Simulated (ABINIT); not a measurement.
Planning a run of ABINIT 10.8.3 on PtSe2 (P-3m1). The input:

```
acell 3*1.0 Angstrom
rprim 
  3.717306547987 0.000000000003 0.000000000000
  -1.858653273996 3.219281904210 0.000000000000
  0.000000000000 0.000000000000 5.820074020000
ntypat 2
znucl 78 34
natom 3
typat 1 2 2
xred 
  0.000000000000 0.000000000000 0.000000000000
  0.666666666667 0.333333333333 0.774611840000
  0.333333333333 0.666666666667 0.225388160000
pp_dirpath "pseudos"
pseudos "Pt.upf, Se.upf"
ecut 48
ngkpt 3 3 2
nshiftk 1
shiftk 0 0 0
kptopt 1
chksymbreak 0
istwfk *1
occopt 1
irdwfk 1
optdriver 3
nband 168
ecuteps 5.5
inclvkb 2
awtr 1
symchi 1
indata_prefix "in"
outdata_prefix "out"
tmpdata_prefix "tmp"
```

```sh
OMP_NUM_THREADS=1 mpirun -n 8 abinit run.abi > log
```

**Question.** Estimate wall time and host memory on 8 MPI ranks of Intel Xeon 6975P-C (Granite Rapids), shared host.

It took 52 s; on shared hardware allow 26 s to 1.7 min. Peak host memory was 2.2 GiB.

[Paths, hosts, dates, memory and timing lines, banners, echoed tables and standing remarks are left out of the program output.]

[Logs are printed without paths, hosts, clocks, repeated set-up lines and the standing remarks that a program may print on its own settings, such as how far it seeks lower states.]

[Runs of the session that timed out or met a known fault of the program may be left out.]

[Hosts, paths, dates, database ids (printed as entryN), source tags and the programs' standing remarks are cut or masked in the printed files.]

[G0W0 gaps are taken among the corrected bands and points alone; a level outside them can change the order at an edge.]

[Where Ansatz stands beside ABINIT at settings called matched, ABINIT's density can come from a denser mesh and the files from another edition; pairs whose starting gaps differed by over 0.03 eV were left out, so agreement reads better than it is.]
